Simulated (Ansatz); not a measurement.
**TiMn3, from a guessed structure to a relaxed one**

This structure for TiMn3 is made up. Its elements were placed in a known structure type with a cell scaled to their sizes. What cell does the guess relax to, and how far off was it?

Program: Ansatz 0.2.0. Level of theory: DFT, PBEsol, plane-wave PAW, files of the set soft_1, scalar-relativistic, ferromagnetic start, cell and ions relaxed at zero pressure; PAW set soft_1, in the first sound run; inputs show where later runs differ. Results are calculated unless marked as measured.

### Step 1. Starting point

It takes space group Fm-3m (No. 225, cubic). The conventional cell has a = 5.822 Å, b = 5.822 Å, c = 5.822 Å, α = 90.00°, β = 90.00°, γ = 90.00°. Nearest to Mn lie 4 Ti at 2.52 Å and 4 Mn at 2.52 Å. Nearest to Mn lie 8 Mn at 2.52 Å. Nearest to Ti lie 8 Mn at 2.52 Å. Farther neighbours are not listed.

### Step 2. Relaxation of the guess

The guessed cell has no reason to be at equilibrium. It is relaxed with the atoms, within the space group of the guess.

The input, input.yaml:

```yaml
crystal:
  lattice:
    - [0.0, 2.911, 2.911]
    - [2.911, 0.0, 2.911]
    - [2.911, 2.911, 0.0]
  atoms:
    - { symbol: Mn, position: [0.75, 0.75, 0.75], spin: 4.0 }
    - { symbol: Mn, position: [0.25, 0.25, 0.25], spin: 4.0 }
    - { symbol: Mn, position: [0.5, 0.5, 0.5], spin: 4.0 }
    - { symbol: Ti, position: [0.0, 0.0, 0.0], spin: 1.0 }
magnetization:
  spin_polarized: true
kpoints:
  mp_grid: { grid: [8, 8, 8] }
scf:
  occupations: { method: fermi_dirac, width: 0.05 }
hamiltonian:
  xc: pbesol
  pseudopotentials: { kind: paw, azcp: { folder: soft_1 }, xc_functional: pbe }
relax:
  f_tol: 0.015
  max_steps: 70
  cell: {}
output:
  forces: true
  stress: true
```

Run with:

```
$ ansatz run input.yaml --threads 4 --pin off --max-ram 10240MiB --backend cpu --events-out ev --progress --plain --runs-dir out
```

Numbers of over 12 decimals in the logs are rounded to 6 here.

Log:

```text
Engine: ansatz 0.2.0, x86_64-unknown-linux-gnu
Pseudopotentials: kind: paw
Pseudopotential: Mn, paw, valence charge 15, recommended cutoff 420 eV (normal), soft_1/Mn.paw.azcp
Pseudopotential: Ti, paw, valence charge 12, recommended cutoff 420 eV (normal), soft_1/Ti.paw.azcp
Functional definition: PBEsol
  exchange = pbesol_x
  correlation = pbesol_c
Crystal: 4 atoms, lattice volume = 49.335 Å³
Basis set: ecut = 420 eV, 941 PW (Γ), exchange–correlation on 60×60×60 points (8 copies of the dense FFT grid, shifted against one another)
Bands: 42, of which v1, the nominal top of the filled ones, is band 29 counted from 1 (28 counted from 0)
Symmetry: 48 space group operations
Space group: Fm-3m (ITA 225), of the structure as read, at distance tolerance 3.7e-5 Å
Magnetic group: BNS 225.116 (UNI 1618), of the structure as read, at distance tolerance 3.7e-5 Å
k-points: 29 of 512
Non-local potential: Mn, projectors of the file, l = 0: 3, l = 1: 2, l = 2: 3, l = 3: 1
Non-local potential: Ti, projectors of the file, l = 0: 3, l = 1: 2, l = 2: 3, l = 3: 1
PAW form: soft (Blöchl's): semilocal exchange-correlation on the pseudo side does not see the compensation charge
PAW frozen core: Mn, regenerated for the run's functional, and the local potential with it (the file was generated under x = pbe(κ = 0.804, μ = 0.219515), c = pbe(β = 0.066725))
PAW frozen core: Ti, regenerated for the run's functional, and the local potential with it (the file was generated under x = pbe(κ = 0.804, μ = 0.219515), c = pbe(β = 0.066725))
PAW one-centre angular grid: Mn, 590 points (default); XC on 64 Gauss nodes
PAW one-centre angular grid: Ti, 590 points (default); XC on 64 Gauss nodes
Initial density: superposition of atomic densities (chi_scale 0.1, normalization cell)
Starting moments: Σ|m| = 13 μB on 4 of 4 sites
Initial wavefunctions: pseudopotential atomic-orbital guess
Functional: x = pbesol(κ = 0.804, μ = 0.123457), c = pbesol(β = 0.046)
SCF iter   1: F=—  HF=-14076.134520 eV  |F-HF|=—  |Δ(HF+E_count)|=         —  Δρ=1.11e-1 (↑1.11e-1 ↓4.94e-2)  dr2=3.04e0  dr2_m=2.58e0  M=9.221 μB ∫|m|=9.308 μB  β_m=0.30  ethr=3.10e-3  ⟨swp⟩=4.9  Hψ=7484  notcnv=0  defer=1
Mixer restart at iter 1: flushing history
preconditioner: auto → Kerker (q_TF=auto, 2.795 Å⁻¹)  [metal: Δε(μ)=0.022 eV  Ē_g=6.997 eV  σ=0.050 eV  W_gap=0.11  n_scr=14 (ndim 8)  ℏωp=26.4 eV  f_vac=0.000  D(μ)=5.12/eV (n_scr^D=64)]
spin=Collinear: Kerker preconditioning applied to the charge; magnetization (m = ρ↑ − ρ↓) channel mixes plain (no charge-response kernel on spin).
SCF iter   2: F=—  HF=-14075.742501 eV  |F-HF|=—  |Δ(HF+E_count)|=   3.92e-1  Δρ=6.94e-2 (↑6.94e-2 ↓4.69e-2)  dr2=8.57e-1  dr2_m=1.41e0  M=8.959 μB ∫|m|=9.088 μB  β_m=0.56  ethr=3.10e-3  ⟨swp⟩=2.3  Hψ=3914  notcnv=0  defer=153
SCF iter   3: F=—  HF=-14078.092431 eV  |F-HF|=—  |Δ(HF+E_count)|=    2.35e0  Δρ=3.52e-2 (↑3.47e-2 ↓3.52e-2)  dr2=2.29e-2  dr2_m=5.45e-1  M=7.835 μB ∫|m|=8.358 μB  β_m=0.78  ethr=1.50e-3  ⟨swp⟩=2.2  Hψ=4015  notcnv=0  defer=153
SCF iter   4: F=—  HF=-14083.079558 eV  |F-HF|=—  |Δ(HF+E_count)|=         —  Δρ=2.02e-1 (↑2.02e-1 ↓1.75e-1)  dr2=3.28e-1  dr2_m=1.60e1  M=1.426 μB ∫|m|=2.116 μB  β_m=1.00  ethr=4.02e-5  ⟨swp⟩=2.3  Hψ=4883  notcnv=0  defer=156
Mixer restart at iter 4: flushing history
SCF iter   5: F=—  HF=-14080.631999 eV  |F-HF|=—  |Δ(HF+E_count)|=    2.45e0  Δρ=3.61e-2 (↑1.76e-2 ↓3.61e-2)  dr2=3.53e-1  dr2_m=2.43e-1  M=1.247 μB ∫|m|=1.747 μB  β_m=0.78  ethr=8.77e-5  ⟨swp⟩=3.0  Hψ=5604  notcnv=0  defer=170
SCF iter   6: F=—  HF=-14080.582860 eV  |F-HF|=—  |Δ(HF+E_count)|=   4.91e-2  Δρ=3.19e-2 (↑3.19e-2 ↓9.19e-3)  dr2=4.13e-1  dr2_m=1.10e-1  M=1.068 μB ∫|m|=1.395 μB  β_m=0.71  ethr=8.77e-5  ⟨swp⟩=3.0  Hψ=5724  notcnv=0  defer=172
SCF iter   7: F=—  HF=-14080.505040 eV  |F-HF|=—  |Δ(HF+E_count)|=   7.78e-2  Δρ=2.23e-2 (↑1.84e-2 ↓2.23e-2)  dr2=2.84e-2  dr2_m=1.79e-1  M=1.111 μB ∫|m|=1.502 μB  β_m=0.57  ethr=8.77e-5  ⟨swp⟩=3.0  Hψ=5263  notcnv=0  defer=172
SCF iter   8: F=—  HF=-14080.504572 eV  |F-HF|=—  |Δ(HF+E_count)|=   4.68e-4  Δρ=1.85e-2 (↑1.61e-2 ↓1.85e-2)  dr2=2.86e-2  dr2_m=1.26e-1  M=1.088 μB ∫|m|=1.877 μB  β_m=0.43  ethr=4.99e-5  ⟨swp⟩=2.0  Hψ=3613  notcnv=0  defer=173
SCF iter   9: F=—  HF=-14080.487796 eV  |F-HF|=—  |Δ(HF+E_count)|=   1.68e-2  Δρ=1.08e-2 (↑9.37e-3 ↓1.08e-2)  dr2=2.84e-3  dr2_m=4.53e-2  M=1.067 μB ∫|m|=2.301 μB  β_m=0.33  ethr=4.99e-5  ⟨swp⟩=2.0  Hψ=4195  notcnv=0  defer=173
SCF iter  10: F=—  HF=-14080.487881 eV  |F-HF|=—  |Δ(HF+E_count)|=   8.49e-5  Δρ=3.56e-3 (↑3.56e-3 ↓3.18e-3)  dr2=3.05e-3  dr2_m=3.65e-3  M=1.047 μB ∫|m|=2.828 μB  β_m=0.78  ethr=4.98e-6  ⟨swp⟩=2.0  Hψ=4687  notcnv=0  defer=175
SCF iter  11: F=—  HF=-14080.492603 eV  |F-HF|=—  |Δ(HF+E_count)|=   4.72e-3  Δρ=8.55e-3 (↑8.55e-3 ↓7.53e-3)  dr2=1.76e-3  dr2_m=2.88e-2  M=1.021 μB ∫|m|=3.654 μB  β_m=0.80  ethr=4.98e-6  ⟨swp⟩=2.1  Hψ=4744  notcnv=0  defer=173  recentre
SCF iter  12: F=-14080.490581 eV  HF=-14080.491459 eV  |F-HF|=8.78e-4  |Δ(HF+E_count)|=   1.14e-3  Δρ=4.16e-3 (↑3.69e-3 ↓4.16e-3)  dr2=9.43e-4  dr2_m=6.83e-3  M=1.035 μB ∫|m|=2.962 μB  β_m=0.90  ethr=3.09e-6  ⟨swp⟩=2.2  Hψ=4844  notcnv=0  defer=173
SCF iter  13: F=-14080.480918 eV  HF=-14080.494549 eV  |F-HF|=1.36e-2  |Δ(HF+E_count)|=   3.09e-3  Δρ=8.47e-3 (↑8.47e-3 ↓4.49e-3)  dr2=1.28e-2  dr2_m=1.66e-2  M=1.034 μB ∫|m|=2.867 μB  β_m=0.90  ethr=1.65e-6  ⟨swp⟩=2.0  Hψ=4790  notcnv=0  defer=174  recentre
SCF iter  14: F=-14080.490987 eV  HF=-14080.492039 eV  |F-HF|=1.05e-3  |Δ(HF+E_count)|=   2.51e-3  Δρ=1.25e-3 (↑1.25e-3 ↓7.57e-4)  dr2=1.14e-3  dr2_m=2.66e-4  M=1.027 μB ∫|m|=3.214 μB  β_m=0.95  ethr=1.65e-6  ⟨swp⟩=2.1  Hψ=4712  notcnv=0  defer=174
SCF iter  15: F=-14080.491810 eV  HF=-14080.491954 eV  |F-HF|=1.44e-4  |Δ(HF+E_count)|=   8.42e-5  Δρ=1.06e-3 (↑9.77e-4 ↓1.06e-3)  dr2=1.51e-4  dr2_m=4.09e-4  M=1.027 μB ∫|m|=3.284 μB  β_m=0.86  ethr=1.65e-6  ⟨swp⟩=2.1  Hψ=3771  notcnv=0  defer=174
SCF iter  16: F=-14080.491914 eV  HF=-14080.491917 eV  |F-HF|=2.92e-6  |Δ(HF+E_count)|=   3.78e-5  Δρ=1.40e-4 (↑1.35e-4 ↓1.40e-4)  dr2=3.57e-5  dr2_m=6.97e-7  M=1.026 μB ∫|m|=3.309 μB  β_m=0.93  ethr=2.64e-7  ⟨swp⟩=2.0  Hψ=3644  notcnv=0  defer=174
SCF iter  17: F=-14080.491921 eV  HF=-14080.491931 eV  |F-HF|=1.08e-5  |Δ(HF+E_count)|=   1.48e-5  Δρ=1.17e-4 (↑6.30e-5 ↓1.17e-4)  dr2=1.13e-5  dr2_m=1.33e-6  M=1.026 μB ∫|m|=3.296 μB  β_m=0.84  ethr=6.26e-8  ⟨swp⟩=2.0  Hψ=3567  notcnv=0  defer=174
[...]
relax step   5: F+E_penalty+E_count = -14080.64885355 eV  Δ(F+E_penalty+E_count) = -6.618e-5 eV  max|allowed force component| = 1.550e-16 eV/Å  Δτ_max = 0.0000 Å  P = -0.001 GPa  Ω = 45.830 Å³  energy of the carried Pulay correction = +5.839e-3 eV  (9 SCF iters, dr2 threshold 5.41e-8 eV, accepted)
Basis set: ecut = 420 eV, 893 PW (Γ), exchange–correlation on 54×54×54 points (8 copies of the dense FFT grid, shifted against one another)
Initial wavefunctions: pseudopotential atomic-orbital guess (no wavefunctions were taken with the density)
iter 1 solved again at ethr=4.69e-9 eV; its pass at ethr=3.10e-3 eV (dr2=2.67e-6 eV) is discarded
SCF iter   1: F=—  HF=-14080.643101 eV  |F-HF|=—  |Δ(HF+E_count)|=         —  Δρ=1.51e-4 (↑1.51e-4 ↓1.13e-4)  dr2=1.29e-5  dr2_m=8.90e-7  M=0.948 μB ∫|m|=1.093 μB  β_m=0.65  ethr=4.69e-9  ⟨swp⟩=4.0  Hψ=15663  notcnv=0
eigensolver tolerance schedule calibrated: the retry pair's looser diagonalisation under-reported the residual by θ = 0.79 (0.14/decade); ethr = c·dr2/N_el runs at the constant in force after the calibration composes with the one it found (an armed cap, an earlier calibration), c = 5.4e-2
preconditioner: auto → none  [metal: Δε(μ)=0.002 eV  Ē_g=6.191 eV  σ=0.050 eV  W_gap=0.01  n_scr=8 (ndim 8)  ℏωp=27.4 eV  f_vac=0.000  D(μ)=5.96/eV (n_scr^D=88)]
SCF iter   2: F=—  HF=-14080.643101 eV  |F-HF|=—  |Δ(HF+E_count)|=   7.30e-7  Δρ=5.41e-5 (↑5.41e-5 ↓5.01e-5)  dr2=2.07e-6  dr2_m=2.46e-8  M=0.948 μB ∫|m|=1.093 μB  β_m=0.48  ethr=4.69e-9  ⟨swp⟩=2.0  Hψ=4113  notcnv=0
SCF iter   3: F=—  HF=-14080.643107 eV  |F-HF|=—  |Δ(HF+E_count)|=   5.79e-6  Δρ=3.41e-5 (↑3.41e-5 ↓2.70e-5)  dr2=5.30e-7  dr2_m=9.58e-8  M=0.948 μB ∫|m|=1.093 μB  β_m=0.47  ethr=1.96e-9  ⟨swp⟩=2.0  Hψ=4168  notcnv=0
SCF iter   4: F=—  HF=-14080.643110 eV  |F-HF|=—  |Δ(HF+E_count)|=   2.80e-6  Δρ=1.60e-5 (↑1.60e-5 ↓1.11e-5)  dr2=1.83e-7  dr2_m=1.32e-8  M=0.948 μB ∫|m|=1.093 μB  β_m=0.61  ethr=5.01e-10  ⟨swp⟩=2.0  Hψ=3491  notcnv=0
SCF iter   5: F=—  HF=-14080.643112 eV  |F-HF|=—  |Δ(HF+E_count)|=   2.10e-6  Δρ=1.62e-5 (↑1.62e-5 ↓7.46e-6)  dr2=1.72e-7  dr2_m=1.58e-8  M=0.948 μB ∫|m|=1.093 μB  β_m=0.79  ethr=1.72e-10  ⟨swp⟩=2.0  Hψ=3707  notcnv=0
SCF iter   6: F=—  HF=-14080.643113 eV  |F-HF|=—  |Δ(HF+E_count)|=   1.26e-6  Δρ=1.16e-5 (↑1.16e-5 ↓5.90e-6)  dr2=5.19e-8  dr2_m=2.06e-8  M=0.948 μB ∫|m|=1.093 μB  β_m=0.74  ethr=1.62e-10  ⟨swp⟩=2.0  Hψ=4126  notcnv=0
SCF iter   7: F=—  HF=-14080.643113 eV  |F-HF|=—  |Δ(HF+E_count)|=   4.62e-8  Δρ=5.59e-6 (↑5.59e-6 ↓2.51e-6)  dr2=8.85e-9  dr2_m=5.99e-9  M=0.948 μB ∫|m|=1.093 μB  β_m=0.82  ethr=4.90e-11  ⟨swp⟩=2.0  Hψ=4099  notcnv=0
SCF iter   8: F=—  HF=-14080.643113 eV  |F-HF|=—  |Δ(HF+E_count)|=   3.22e-8  Δρ=5.86e-6 (↑5.86e-6 ↓1.64e-6)  dr2=1.37e-8  dr2_m=3.52e-9  M=0.949 μB ∫|m|=1.093 μB  β_m=0.91  ethr=8.36e-12  ⟨swp⟩=2.2  Hψ=4207  notcnv=0
SCF iter   9: F=—  HF=-14080.643113 eV  |F-HF|=—  |Δ(HF+E_count)|=   3.54e-8  Δρ=1.82e-6 (↑1.82e-6 ↓6.36e-7)  dr2=1.36e-9  dr2_m=3.74e-10  M=0.948 μB ∫|m|=1.093 μB  β_m=0.96  ethr=8.36e-12  ⟨swp⟩=2.0  Hψ=4138  notcnv=0
SCF iter  10: F=—  HF=-14080.643113 eV  |F-HF|=—  |Δ(HF+E_count)|=   1.11e-9  Δρ=6.66e-7 (↑6.66e-7 ↓3.28e-7)  dr2=5.69e-11  dr2_m=9.73e-11  M=0.948 μB ∫|m|=1.093 μB  β_m=0.98  ethr=1.28e-12  ⟨swp⟩=2.0  Hψ=4065  notcnv=0
SCF iter  11: F=—  HF=-14080.643113 eV  |F-HF|=—  |Δ(HF+E_count)|=  1.27e-11  Δρ=2.73e-7 (↑2.73e-7 ↓7.81e-8)  dr2=1.92e-11  dr2_m=1.23e-11  M=0.948 μB ∫|m|=1.093 μB  β_m=0.99  ethr=1.00e-12  ⟨swp⟩=1.4  Hψ=2537  notcnv=0
SCF iter  12: F=—  HF=-14080.643113 eV  |F-HF|=—  |Δ(HF+E_count)|=  1.46e-11  Δρ=5.50e-8 (↑5.50e-8 ↓1.90e-8)  dr2=2.20e-12  dr2_m=1.67e-13  M=0.948 μB ∫|m|=1.093 μB  β_m=0.99  ethr=1.00e-12  ⟨swp⟩=1.0  Hψ=2436  notcnv=0
SCF iter  13: F=—  HF=-14080.643113 eV  |F-HF|=—  |Δ(HF+E_count)|=  3.64e-12  Δρ=3.31e-8 (↑1.45e-8 ↓3.31e-8)  dr2=6.01e-13  dr2_m=1.34e-13  M=0.948 μB ∫|m|=1.093 μB  β_m=1.00  ethr=1.00e-12  ⟨swp⟩=1.0  Hψ=2436  notcnv=0
SCF iter  14: F=-14080.643113 eV  HF=-14080.643113 eV  |F-HF|=1.82e-11  |Δ(HF+E_count)|=  3.64e-12  Δρ=9.03e-8 (↑8.53e-8 ↓9.03e-8)  dr2=1.59e-11  dr2_m=9.26e-15  M=0.948 μB ∫|m|=1.093 μB  ethr=1.00e-12  ⟨swp⟩=2.0  Hψ=5768  notcnv=0
the starting moments were not kept: the SCF closed with an absolute magnetisation of 1.0e0 μB, where they sum to 13 μB in size (4 sites). That is at most 0.1 of that sum.
SCF 6 converged in 14 iterations: F = -14080.643113 eV  dr2 = 1.59e-11
relax step   6: F+E_penalty+E_count = -14080.64311336 eV  Δ(F+E_penalty+E_count) = +5.740e-3 eV  max|allowed force component| = 1.619e-16 eV/Å  Δτ_max = 0.0000 Å  P = -0.007 GPa  Ω = 45.830 Å³  stress off target by 7.49e-3 GPa  SCF on the basis re-selected at this cell (its energy is not comparable with the rows above)  (14 SCF iters)
basis re-selected at this cell: Δ(F+E_penalty+E_count) = +5.740e-3 eV, ΔP = -0.006 GPa vs the last step (what re-selecting the basis moved, of the pressure what is left beyond the Pulay correction that the steps carried, after the strain that the cell walked since its last selection, with what the two solves' SCF thresholds leave and, on support functions, any second-order correction that the steps lacked; it is no measure of the basis error at this ecutwfc). The dense FFT grid was sized anew with the basis: this SCF ran on 27×27×27 points, the steps before it on 30×30×30, so part of this shift can come from that change (see relax.cell in the input reference). [rest of the remark cut]
SCF converged after 14 iterations
Magnetization: 0.9485 μB (28.9742 up, 28.0258 down)
Absolute magnetization: 1.1126 μB (∫|ρ↑−ρ↓|, with the PAW one-centre terms)
Spin contamination: 0.0888 ħ² per cell (⟨S²⟩ above its minimum at these occupations)
Per-site moments (μB) at R_I (Å): [(0.011214, 1.014676), (0.011214, 1.014676), (0.931934, 1.014676), (-3.162159445631685e-5, 1.014676)]
Free energy (F): -14080.643113 eV
Harris-Foulkes:  -14080.643113 eV  (|F-HF|=1.82e-11)
Internal energy: -14080.594456 eV  (E = F + TS)
E sigma→0 (E₀):  -14080.618785 eV
Entropy (-TS):   -0.048657 eV (-12.164 meV/atom)
Fermi energy:    19.364665 eV
--- Per-component energies (eV) ---
  E_band       = -603.086115
  E_kinetic    = 1251.966877
  E_local      = -6267.728362  (includes V_loc(G=0)·N_el)
  E_nonlocal   = 1424.450880
  E_hartree    = 2383.671714
  E_xc         = -448.599026
  E_vxc        = -573.424676  (∫ρ·V_xc dr)
  E_paw        = -4900.585623  (= ΣΔE_a)
  E_vpaw       = -1205.694536  (= ΣTr[D̂ρ^β])
  E_aug_tail   = 0.000185  (compensation charges beyond the density's cutoff)
  E_ewald      = -7524.419437
  E_core_change = 0.648336  (= ΣΔE_core)
  E_smearing   = -0.048657  (= −TS)
  E_closure    = -0.000000  (closes the sum)
  Σ components = -14080.643113   (vs F -14080.643113, Δ=0.00e0)
--- Forces (eV/Å), atoms counted from 1 ---
  atom   1  Mn    -0.00000000    -0.00000000    -0.00000000
  atom   2  Mn     0.00000000     0.00000000     0.00000000
  atom   3  Mn     0.00000000    -0.00000000     0.00000000
  atom   4  Ti     0.00000000    -0.00000000     0.00000000
  max |Σ_I F_I| component: 5.55e-17 eV/Å
--- Stress (GPa, compression-positive) ---
       -0.007488       0.000000       0.000000
        0.000000      -0.007488       0.000000
        0.000000       0.000000      -0.007488
  P = ⅓ Tr σ = -0.0075 GPa (-0.075 kbar)
--- Relaxed structure (5 steps of the walk, 5 accepted, 1 SCFs on fresh bases) ---
  F+E_penalty+E_count = -14080.64311336 eV   max|allowed force component| = 1.619e-16 eV/Å   (the final SCF, on the basis selected at the relaxed cell)
  cell:  # Å, volume = 45.8299 Å³
    - [0, 2.840356, 2.840356]
    - [2.840356, 0, 2.840356]
    - [2.840356, 2.840356, 0]
  atoms:
    - { symbol: Mn, position: [0.750000, 0.750000, 0.750000] }
    - { symbol: Mn, position: [0.25, 0.25, 0.25] }
    - { symbol: Mn, position: [0.5, 0.5, 0.5] }
    - { symbol: Ti, position: [0, 0, 0] }
```

Run time: 12 s. Hardware: 4 threads of AMD EPYC 9R14 (Zen 4), shared host; peak memory 0.55 GiB; 41 s of CPU time.

The steps of the relaxation:

```tsv
step	energy less that of the first step (eV)	largest force component (eV/Å)	pressure (GPa)	volume (Å³)
1	0.0000	0.0000	-11.81	49.34
2	-0.1384	0.0000	-4.84	46.90
3	-0.1541	0.0000	2.46	45.35
4	-0.1569	0.0000	-0.15	45.86
5	-0.1569	0.0000	0.00	45.83
6*	-0.1512	0.0000	-0.01	45.83
```

Relaxation steps marked * repeat the geometry before them on a plane-wave basis chosen anew for their cell, so energy and pressure can jump there.

The run keeps the 48 symmetry operations that it works with, so distortions that break them were not tested.

```tsv
conventional cell, symmetrised	before	after	change
a (Å)	5.822	5.681	-2.4 %
b (Å)	5.822	5.681	-2.4 %
c (Å)	5.822	5.681	-2.4 %
volume (Å³/atom)	12.33	11.46	-7.1 %
```

The relaxed structure:

```cif
data_structure
_symmetry_space_group_name_H-M 'P 1'
_symmetry_Int_Tables_number 1
_cell_length_a 4.0169
_cell_length_b 4.0169
_cell_length_c 4.0169
_cell_angle_alpha 60.000
_cell_angle_beta 60.000
_cell_angle_gamma 60.000
_cell_volume 45.83
loop_
_atom_site_label
_atom_site_type_symbol
_atom_site_fract_x
_atom_site_fract_y
_atom_site_fract_z
_atom_site_occupancy
Mn1 Mn 0.75000 0.75000 0.75000 1
Mn2 Mn 0.25000 0.25000 0.25000 1
Mn3 Mn 0.50000 0.50000 0.50000 1
Ti4 Ti 0.00000 0.00000 0.00000 1
```

This step gave:

```
free energy             : -14080.6431 eV
energy at zero smearing : -14080.6188 eV
smearing term TS        : 0.04866 eV
Fermi energy            : 19.36 eV
magnetization           : 0.9485 μB
absolute magnetization  : 1.113 μB
site moments            : 0.01121, 0.01121, 0.9319, -3.16e-5 μB
electrons               : 57
symmetry operations     : 48
pressure                : -0.007488 GPa
```

Site moment by atom:

```tsv
atom	site moment (μB)
Mn1	0.011
Mn2	0.011
Mn3	0.932
Ti4	0.000
```

The shortest distance of each pair, which need not be the same contact before and after:

```tsv
pair	guess (Å)	relaxed (Å)
Mn–Ti	2.521	2.460
Mn–Mn	2.521	2.460
Ti–Ti	4.117	4.017
```

The relaxation ends with a pressure of -0.01 GPa.

(Continued in part 2 of 2.)

[Logs are printed without paths, hosts, clocks, repeated set-up lines and the standing remarks that a program may print on its own settings, such as how far it seeks lower states.]

[Hosts, paths, dates, database ids (printed as entryN), source tags and the programs' standing remarks are cut or masked in the printed files.]
